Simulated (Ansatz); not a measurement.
# Gap against strain: armchair SiC nanoribbon (N = 9, H edges)

**Method.** Ansatz 0.2.0, plane waves with PAW datasets, PBE, Fermi-Dirac smearing of 0.05 eV, no spin-orbit coupling. The period is scaled from its relaxed value of 5.382 Å and the atoms relax, within the symmetry of the start, at each strain ε (in %); gaps, in eV, are read on a band path.

```
period (Å)  energy (eV a cell)  place of the conduction minimum (Γ = 0, Z = 1)   ε    gap
     5.166              +0.539                                            1.00  −4  2.375
     5.274              +0.133                                            0.00  −2  2.422
     5.382               0.000                                            0.00   0  2.377
     5.597              +0.509                                            0.00   4  2.262
     5.705              +1.124                                            0.00   6  2.138
```

One run is withheld: period (Å) = 5.489, with ε = 2. Fit a straight line gap = a + b × ε to the 5 rows shown and predict it.

**Fit.** The means are 0.8 for ε and 2.315 for gap. The sum of products of deviations is −1.728 and the sum of squares in ε is 68.8, so b = −1.728 / 68.8 = −0.02512 and a = 2.315 − (−0.02512) × 0.8 = 2.335. The residuals' standard deviation, with 3 degrees of freedom, is σ = 0.057.

**Prediction.** gap = 2.335 + (−0.02512) × 2 = 2.285. The run gave 2.329, so the prediction less the run is −0.044. The standard error of a prediction there, σ√(1 + 1/5 + (2 − 0.8)²/68.8), is 0.063, and the miss is 0.7 times that, for a point between the fitted rows. With so few rows σ is itself uncertain.

The gap does not move one way: it turns somewhere between ε = -4 and 0 %, and the true extreme can lie between the rows, beyond the values shown. The conduction minimum changes its place within the series, which a single slope can't follow.

Caveats: Kohn-Sham gaps of a wire among periodic images, which in a check on one flat ribbon (7 Å apart) lowered the gap by 0.2 eV and flattened the slope; the slope b × 100 is a mean deformation potential of the gap, in eV per unit strain. Between neighbouring runs it lies between −6.2 and 2.3 eV, so a bend, a kink or scatter between runs makes one line a rough account. The unstrained row comes from a denser mesh than the others, which shifts its energy a little. Series of this kind are told only where this holds: a gap at every strain (compound wires with polar facets were set aside first). 88 of 101 did.

[Logs are printed without paths, hosts, clocks, repeated set-up lines and the standing remarks that a program may print on its own settings, such as how far it seeks lower states.]
